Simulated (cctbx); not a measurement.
**Diagnosing a refinement**

Cell a = 3.8670 Å, b = 3.8670 Å, c = 3.8670 Å, α = 90.00°, β = 90.00°, γ = 90.00°; space group Pm-3m (no. 221).

Simulated single-crystal data (cctbx): Ag Kα, λ = 0.56087 Å, to d = 0.84 Å, 70 % of the full sphere, strongest reflection 40000 counts, noise from counting, a 4 % proportional error and a noise floor of 4 counts (s.d.); no absorption.

An anisotropic refinement with weights 1/σ² prints:

```text
Rint 0.029, 5 unique reflections to 1.73 A
cycle     R1     wR2    GooF  max shift (A)
   1  0.0103  0.0178   1.864   0.00000
   2  0.0022  0.0040   0.415   0.00000
final R1 0.0022 wR2 0.0040 GooF 0.415  parameters 3  data/parameter 1.7
atom        x        y        z      Ueq    occ   su(xyz)  su(Uiso or U11)
Bi1    0.00000  0.00000  0.00000  -0.0026  1.000  0.00000  0.0010  NPD
Be1    0.50000  0.50000  0.00000   0.0647  1.000  0.00000  0.0289  NPD
difference map: max 0.10 min -0.02 rms 0.02
Q1    0.5000  0.5000  0.5000    1    0.11  1.93 A from Be1
Q2    0.0000  0.0000  0.5000    3    0.01  1.93 A from Be1
```

**Question.** Can this result stand? If not, what is the likely fault?

Mend it. The fault: data cut at low resolution. Against the right model at the same level, R1 goes from 0.0066 to 0.0022 and GooF from 1.11 to 0.41, U of Bi1 shrinks from 0.0033 to -0.0026 Å² and Bi1 and Be1 go non-positive-definite. The atoms are right, but there are too few data for the parameters: R1 flatters and the s.u.s grow. Data per parameter fall from 7.3 to 1.7.

The compound is Be3Bi. The right model at the same level gives:

```text
Rint 0.031, 22 unique reflections to 0.84 A
cycle     R1     wR2    GooF  max shift (A)
   1  0.0066  0.0119   1.109   0.00000
final R1 0.0066 wR2 0.0119 GooF 1.108  parameters 3  data/parameter 7.3
atom        x        y        z      Ueq    occ   su(xyz)  su(Uiso or U11)
Bi1    0.00000  0.00000  0.00000   0.0033  1.000  0.00000  0.0002
Be1    0.50000  0.50000  0.00000   0.0053  1.000  0.00000  0.0023
difference map: max 0.64 min -0.28 rms 0.13
Q1    0.0000  0.0000  0.5000    3    0.64  1.93 A from Be1
Q2    0.5000  0.5000  0.5000    1    0.33  1.93 A from Be1
Q3    0.1790  0.5000  0.5000    6    0.11  0.69 A from Be1
Q4    0.1899  0.1899  0.5000   12    0.06  1.41 A from Be1
Q5    0.0000  0.5000  0.5000    3    0.05  0.00 A from Be1
Q6    0.0000  0.2761  0.2761   12    0.02  1.22 A from Be1
```

Isotropic U is held between 0.0001 and 1 Å² by the program, and listed peak heights are interpolated, so they can pass the grid's maximum.

The model is made up (kin elements in a known structure type, no relaxation), so it says nothing on whether the phase exists.

[Middle refinement cycles are left out of these outputs.]

[Logs are printed without paths, hosts, clocks, repeated set-up lines and the standing remarks that a program may print on its own settings, such as how far it seeks lower states.]
